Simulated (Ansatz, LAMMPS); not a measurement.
# Structural relaxation of a frame of liquid acetonitrile from 293 K (186 atoms)

Wanted: the relaxed structure of a frame of liquid acetonitrile from 293 K (186 atoms) and its electronic structure.

Program: Ansatz 0.2.0. Level of theory: Kohn-Sham DFT, PBE+D4, PAW (set soft_2), plane waves. Results are calculated unless marked as measured.

## 1. The starting structure

The cell holds 186 atoms: 62 C, 31 N and 93 H. Cell: a = 13.905 Å, b = 13.905 Å, c = 13.905 Å, α = 90.0°, β = 90.0°, γ = 90.0°. 31 acetonitrile placed at random, at 0.786 g/cm³; overlaps pushed apart, then 10 ps at 393 K with MMFF94 bonds, angles, torsions, charges and radii (Halgren, J. Comput. Chem. 17, 490 (1996)) in harmonic and 12-6 forms. Snapshot after 20 ps at 293 K and fixed volume. The density is a measured one.

What the set-up can't give: The network of contacts between molecules at the start is that of the classical potential that made the cell. The Brillouin zone is sampled at Γ only, in a cell whose shortest periodic width is 14 Å.

## 2. The classical run that made the cell

A classical potential supplies the starting structure, since it reaches far longer times than DFT.

This step: classical MD, MMFF94 bonds, angles, torsions, charges and radii (Halgren, J. Comput. Chem. 17, 490 (1996)) in harmonic and 12-6 forms (LAMMPS 22 Jul 2025 - Update 4).

The input, in.lmp:

```
# liquid acetonitrile
units real
atom_style full
boundary p p p
bond_style harmonic
angle_style harmonic
dihedral_style opls
improper_style harmonic
special_bonds lj 0 0 0.5 coul 0 0 0.75
read_data data.lmp
neigh_modify delay 0 every 1 check yes one 4000
comm_modify cutoff 12.0
timestep 0.5
thermo_style custom step time temp pe press density
thermo_modify norm yes
# push overlapping molecules apart
pair_style soft 2.6
pair_coeff * * 0.0
variable a equal ramp(1,60)
fix ad all adapt 1 pair soft a * * v_a
velocity all create 393 609247 mom yes dist gaussian
fix lim all nve/limit 0.03
fix lan all langevin 393 393 50 609248 zero yes
thermo 1000
run 3000 post no
unfix ad
pair_style lj/cut/coul/long 9.0
pair_modify mix arithmetic tail yes
pair_coeff 1 1 0.0678 3.3680   # C
pair_coeff 2 2 0.0678 3.5530   # C
pair_coeff 3 3 0.0721 3.3270   # N
pair_coeff 4 4 0.0216 2.5400   # H
kspace_style pppm 1.0e-4
thermo 100
# [... 16 lines left out ...]
compute msd all msd com yes
thermo 5000
fix md all nvt temp 293 293 100
run 20000 post no
print "== T293: mean square displacement over the hold $(c_msd[4]:%.2f) A^2"
unfix md
uncompute msd
write_dump all custom T293.dump id type xs ys zs modify sort id
```

Started as:

```console
lmp -in in.lmp -log none -nocite
```

Numbers of over 12 decimals in the logs are rounded to 6 here.

What it wrote:

```text
LAMMPS (22 Jul 2025 - Update 4)
Reading data file ...
  orthogonal box = (0 0 0) to (13.90522 13.90522 13.90522)
  186 atoms
  orthogonal box = (0 0 0) to (13.90522 13.90522 13.90522)
  155 bonds
  217 angles
   Step          Time           Temp          PotEng         Press         Density
         0   0              393            0.069134423    2959.0745      0.78599912
      1000   500            393.14469      0.84936885     16503.661      0.78599912
      2000   1000           383.15396      0.87868018     9684.7984      0.78599912
      3000   1500           348.88221      0.77755824     5685.6934      0.78599912
[... 30 lines left out ...]
   Step          Time           Temp          PotEng         Press         Density
[... 4 lines left out ...]
Loop time of 8.34646 s on 1 MPI rank(s) for 5000 steps with 186 atoms
   Step          Time           Temp          PotEng         Press         Density
[... 2 lines left out ...]
     25000   24000          329.74574     -0.59838881     2061.2409      0.78599912
     30000   29000          269.93992     -0.60554993     2981.4343      0.78599912
     35000   34000          264.17073     -0.6659012      7378.1234      0.78599912
     37000   36000          282.64402     -0.73128331     1466.4273      0.78599912
Loop time of 30.3688 s on 1 MPI rank(s) for 20000 steps with 186 atoms
== T293: mean square displacement over the hold 33.39 A^2
```

It took 67 s on 1 thread of Intel Xeon at 2.80GHz (Skylake/Cascade Lake), shared host; peak memory 0.61 GiB.

The input also reads data.lmp (atoms, bonds and types; not printed here).

## 3. Single point at the start

A single point comes first, to see the forces before anything moves.

The input, input.yaml:

```yaml
crystal:
  lattice:
    - [13.90522, 0.0, 0.0]
    - [0.0, 13.90522, 0.0]
    - [0.0, 0.0, 13.90522]
  atoms:
    - { symbol: C, position: [0.65249, 0.86152, 0.8491] }
    - { symbol: C, position: [0.71284, 0.77612, 0.8403] }
    - { symbol: "N", position: [0.75763, 0.70655, 0.82542] }
    - { symbol: H, position: [0.58185, 0.82862, 0.85493] }
    - { symbol: H, position: [0.65063, 0.90596, 0.78636] }
    - { symbol: H, position: [0.65443, 0.90388, 0.91468] }
    - { symbol: C, position: [0.15065, 0.65564, 0.39087] }
    - { symbol: C, position: [0.08851, 0.65423, 0.3049] }
    - { symbol: "N", position: [0.04043, 0.64677, 0.23456] }
    - { symbol: H, position: [0.22544, 0.64448, 0.37785] }
    - { symbol: H, position: [0.13314, 0.6018, 0.43935] }
    - { symbol: H, position: [0.14059, 0.71969, 0.43101] }
    - { symbol: C, position: [0.89951, 0.75714, 0.63386] }
    - { symbol: C, position: [0.81329, 0.79843, 0.59914] }
    - { symbol: "N", position: [0.7395, 0.82592, 0.57006] }
    - { symbol: H, position: [0.9322, 0.80291, 0.68201] }
    - { symbol: H, position: [0.95473, 0.73732, 0.58627] }
    - { symbol: H, position: [0.88321, 0.6892, 0.67081] }
    - { symbol: C, position: [0.36137, 0.77127, 0.88423] }
    - { symbol: C, position: [0.3742, 0.76974, 0.99076] }
    - { symbol: "N", position: [0.39052, 0.77413, 0.074] }
    - { symbol: H, position: [0.41329, 0.82305, 0.85174] }
    - { symbol: H, position: [0.28289, 0.78751, 0.8709] }
    - { symbol: H, position: [0.3872, 0.69967, 0.85541] }
    - { symbol: C, position: [0.90209, 0.69584, 0.03903] }
    - { symbol: C, position: [0.83744, 0.77856, 0.06702] }
    - { symbol: "N", position: [0.78829, 0.83975, 0.09208] }
    - { symbol: H, position: [0.88061, 0.63215, 0.07785] }
    - { symbol: H, position: [0.97486, 0.7128, 0.06435] }
    - { symbol: H, position: [0.90398, 0.67394, 0.96566] }
    - { symbol: C, position: [0.13162, 0.04357, 0.56142] }
    - { symbol: C, position: [0.12302, 0.93868, 0.57019] }
    [... 148 atom lines left out ...]
    - { symbol: C, position: [0.96779, 0.542, 0.79754] }
    - { symbol: C, position: [0.87548, 0.50009, 0.77697] }
    - { symbol: "N", position: [0.80706, 0.45721, 0.76011] }
    - { symbol: H, position: [0.01057, 0.48844, 0.84138] }
    - { symbol: H, position: [0.95636, 0.61168, 0.83466] }
    - { symbol: H, position: [0.00785, 0.56166, 0.72983] }
kpoints:
  mp_grid: { grid: [1, 1, 1] }
hamiltonian:
  xc: pbe
  dispersion: d4
scf:
  occupations: { method: fixed }
output:
  forces: true
  stress: true
  populations: true
  dos:
    method: { smearing: { sigma: 0.1 } }
    de: 0.1
    projected: { site_lists: { C: [C], H: [H], "N": ["N"] } }
  eigenvalues: true
```

Started as:

```console
ansatz run input.yaml --threads 4 --pin off --max-ram 8192MiB --backend cpu --events-out ev --progress --plain --runs-dir out
```

What it wrote:

```text
Engine: ansatz 0.2.0, x86_64-unknown-linux-gnu
Pseudopotentials: kind: paw
Pseudopotential: C, paw, valence charge 4, recommended cutoff 420 eV (normal), C.paw.azcp
Pseudopotential: N, paw, valence charge 5, recommended cutoff 420 eV (normal), N.paw.azcp
Pseudopotential: H, paw, valence charge 1, recommended cutoff 420 eV (normal), H.paw.azcp
[... 5 lines on functional and potentials left out ...]
Crystal: 186 atoms, lattice volume = 2688.646 Å³
Basis set: ecut = 420 eV, 52515 PW (Γ), exchange–correlation on 192×192×192 points (8 copies of the dense FFT grid, shifted against one another)
Bands: 434, of which v1, the nominal top of the filled ones, is band 248 counted from 1 (247 counted from 0)
Symmetry: 1 space group operations
Space group: P1 (ITA 1), of the structure as read, at distance tolerance 1.4e-4 Å
k-points: 1
[... 7 lines on functional and potentials left out ...]
Initial density: superposition of atomic densities (neutral atoms: chi_scale 0, normalization atom), corrected by the library's trained network
Initial wavefunctions: pseudopotential atomic-orbital guess
Functional: x = pbe(κ = 0.804, μ = 0.219515), c = pbe(β = 0.066725)
SCF iter   1: F=—  HF=-28939.124627 eV  |F-HF|=—  |Δ(HF+E_count)|=         —  Δρ=3.29e-3  dr2=4.42e-1  ethr=1.77e-3  ⟨swp⟩=5.0  Hψ=1479  notcnv=0  defer=181
preconditioner: auto → Resta (q_TF=auto, 2.058 Å⁻¹)  ε∞=2.3  [insulator: Δε(μ)=6.183 eV  Ē_g=14.175 eV  n_scr=388 (ndim 8)  ℏωp=15.9 eV  f_vac=0.275  ε∞_Penn≈2.3]
SCF iter   2: F=—  HF=-28939.170699 eV  |F-HF|=—  |Δ(HF+E_count)|=   4.61e-2  Δρ=2.04e-3  dr2=1.51e-1  ethr=8.90e-5  ⟨swp⟩=2.0  Hψ=747  notcnv=0  defer=184
SCF iter   3: F=—  HF=-28939.176806 eV  |F-HF|=—  |Δ(HF+E_count)|=   6.11e-3  Δρ=1.07e-3  dr2=5.63e-2  ethr=3.04e-5  ⟨swp⟩=4.0  Hψ=504  notcnv=0  defer=184
SCF iter   4: F=—  HF=-28939.175683 eV  |F-HF|=—  |Δ(HF+E_count)|=   1.12e-3  Δρ=2.94e-4  dr2=4.06e-3  ethr=1.13e-5  ⟨swp⟩=5.0  Hψ=497  notcnv=0  defer=184
SCF iter   5: F=—  HF=-28939.174992 eV  |F-HF|=—  |Δ(HF+E_count)|=   6.91e-4  Δρ=2.31e-4  dr2=1.85e-3  ethr=8.19e-7  ⟨swp⟩=2.0  Hψ=745  notcnv=0  defer=184
SCF iter   6: F=—  HF=-28939.174705 eV  |F-HF|=—  |Δ(HF+E_count)|=   2.87e-4  Δρ=1.02e-4  dr2=3.36e-4  ethr=3.74e-7  ⟨swp⟩=3.0  Hψ=501  notcnv=0  defer=184
SCF iter   7: F=—  HF=-28939.174687 eV  |F-HF|=—  |Δ(HF+E_count)|=   1.82e-5  Δρ=2.56e-5  dr2=2.26e-5  ethr=6.77e-8  ⟨swp⟩=2.0  Hψ=501  notcnv=0  defer=184
SCF iter   8: F=—  HF=-28939.176864 eV  |F-HF|=—  |Δ(HF+E_count)|=   2.18e-3  Δρ=1.63e-5  dr2=9.05e-6  ethr=4.56e-9  ⟨swp⟩=2.0  Hψ=681  notcnv=0  defer=184
SCF iter   9: F=—  HF=-28939.176863 eV  |F-HF|=—  |Δ(HF+E_count)|=   1.03e-6  Δρ=5.37e-6  dr2=9.53e-7  ethr=1.83e-9  ⟨swp⟩=2.0  Hψ=499  notcnv=0  defer=184
SCF iter  10: F=—  HF=-28939.176863 eV  |F-HF|=—  |Δ(HF+E_count)|=   2.31e-7  Δρ=1.72e-6  dr2=1.18e-7  ethr=1.92e-10  ⟨swp⟩=2.0  Hψ=492  notcnv=0  defer=184
SCF iter  11: F=-28939.176863 eV  HF=-28939.176863 eV  |F-HF|=4.47e-8  |Δ(HF+E_count)|=   4.40e-8  Δρ=1.32e-6  dr2=6.20e-8  ethr=2.02e-11  ⟨swp⟩=17.0  Hψ=3221  notcnv=0
SCF 1 converged in 11 iterations: F = -28939.176863 eV  dr2 = 6.20e-8
  greatest PAW one-centre occupation: 0.844 electrons in one spin orbital (limit 2), on the N atom at site 116 (counted from 0), in its partial waves of l = 0
SCF converged after 11 iterations
Free energy (F): -28939.176863 eV
Harris-Foulkes:  -28939.176863 eV  (|F-HF|=4.47e-8)
Internal energy: -28939.176863 eV  (E = F + TS)
E sigma→0 (E₀):  -28939.176863 eV
Fermi energy:    -3.467484 eV
--- Per-component energies (eV) ---
  E_band       = -4356.098267
  E_kinetic    = 10761.685331
  E_local      = -32818.107829  (includes V_loc(G=0)·N_el)
  E_nonlocal   = 3349.202445
  E_hartree    = 11213.251987
  E_xc         = -5578.629851
  E_vxc        = -6989.504673  (∫ρ·V_xc dr)
  E_paw        = -10161.711301  (= ΣΔE_a)
  E_vpaw       = -1085.753464  (= ΣTr[D̂ρ^β])
  E_aug_tail   = -0.122722  (compensation charges beyond the density's cutoff)
  E_ewald      = -5697.315642
  E_disp       = -7.429282  (pairwise vdW)
  E_smearing   = -0.000000  (= −TS)
  E_closure    = -0.000000  (closes the sum)
  Σ components = -28939.176863   (vs F -28939.176863, Δ=0.00e0)
--- Forces (eV/Å), atoms counted from 1 ---
  atom   1  C     -0.79877209    -1.28857850     0.62590070
  atom   2  C      0.79172211     0.17412887    -0.28755799
  atom   3  N     -0.42821939     0.60965301     0.38217990
  atom   4  H     -0.77297952    -0.08178567    -0.21329283
  atom   5  H      0.46018975     0.43199771    -0.68885117
  atom   6  H      0.88171138     0.12808601     0.27129694
  atom   7  C     -0.65378064     0.69213127    -1.63657221
  atom   8  C     -0.70942565    -0.64658896    -1.69249276
  atom   9  N      1.52827408     0.41134876     2.39990032
  atom  10  H      0.97846854     0.08220712    -0.73239075
  atom  11  H     -0.98327623    -1.92110169     1.28161549
  atom  12  H     -0.11395058     1.41436516     0.51476884
  atom  13  C     -0.84832096    -1.71652068     0.47926889
  atom  14  C     -1.18066914     0.23984811    -0.94054054
[...]
atom 185  H      0.26256159    -0.50768803     0.16152006
  atom 186  H     -0.51263409    -0.53875633     0.66997270
  max |Σ_I F_I| component: 1.97e-4 eV/Å
--- Stress (GPa, compression-positive) ---
        0.414778      -0.234139      -0.111586
       -0.234138       0.173783      -0.152112
       -0.111585      -0.152112      -0.147192
  P = ⅓ Tr σ = 0.1471 GPa (1.471 kbar)
--- Band table (eV) ---
  k-point 0: bands = ["-19.1928", "-19.1902", "-19.0651", "-18.9615", [... 418 levels ...], "7.9509", "7.9581", "7.9874", "8.0046", "8.0284", "8.0566", "8.0848", "8.1115", "8.1480", "8.1627", "8.2128", "8.2319"]
--- Löwdin populations: 186 sites ---
  site symbol       q [e]
     0      C      4.4872
     1      C      3.7641
     2      N      5.2264
[...]
185      H      0.7657
  spilling = 0.016111 (of n_electrons = 496.000000)
```

Elapsed: 17 s, on 4 threads of AMD EPYC 9R45, shared host; peak memory 3.4 GiB.

The run gave:

```
free energy                                      : -28939.1769 eV
free energy per atom                             : -155.5870 eV/atom
SCF cycles                                       : 11
pressure                                         : 0.1471 GPa
r.m.s. force component                           : 0.8493 eV/Å
longest force                                    : 3.862 eV/Å
Fermi energy                                     : -3.467 eV
gap (highest filled to lowest empty level) : 5.839 eV
spilling of the projection                       : 0.01611
```

The r.m.s. force component of 0.85 eV/Å and the pressure of 0.15 GPa set the starting point.

Neighbours are counted within 1.34 Å (H-C), 1.85 Å (C-C), 1.62 Å (C-N).

Length of the force by element and coordination:

| element | coordination | atoms | mean length of the force (eV/Å) | spread | least | most |
| --- | --- | --- | --- | --- | --- | --- |
| C | all | 62 | 1.62 | 0.776 | 0.456 | 3.86 |
| C | 2 | 31 | 1.48 | 0.803 | 0.456 | 3.86 |
| C | 4 | 31 | 1.76 | 0.721 | 0.757 | 3.67 |
| H | all | 93 | 0.970 | 0.619 | 0.120 | 2.91 |
| N | all | 31 | 1.36 | 0.837 | 0.267 | 3.02 |

(Part 1 of 3 ends here.)

[Logs are printed without paths, hosts, clocks, repeated set-up lines and the standing remarks that a program may print on its own settings, such as how far it seeks lower states.]

[Hosts, paths, dates, database ids (printed as entryN), source tags and the programs' standing remarks are cut or masked in the printed files.]

[The MMFF94 radii named for the starting cell were scaled by 0.96; in molecules described by MMFF94, hydrogen bound to N, O or S took a small fixed 12-6 site in their place.]
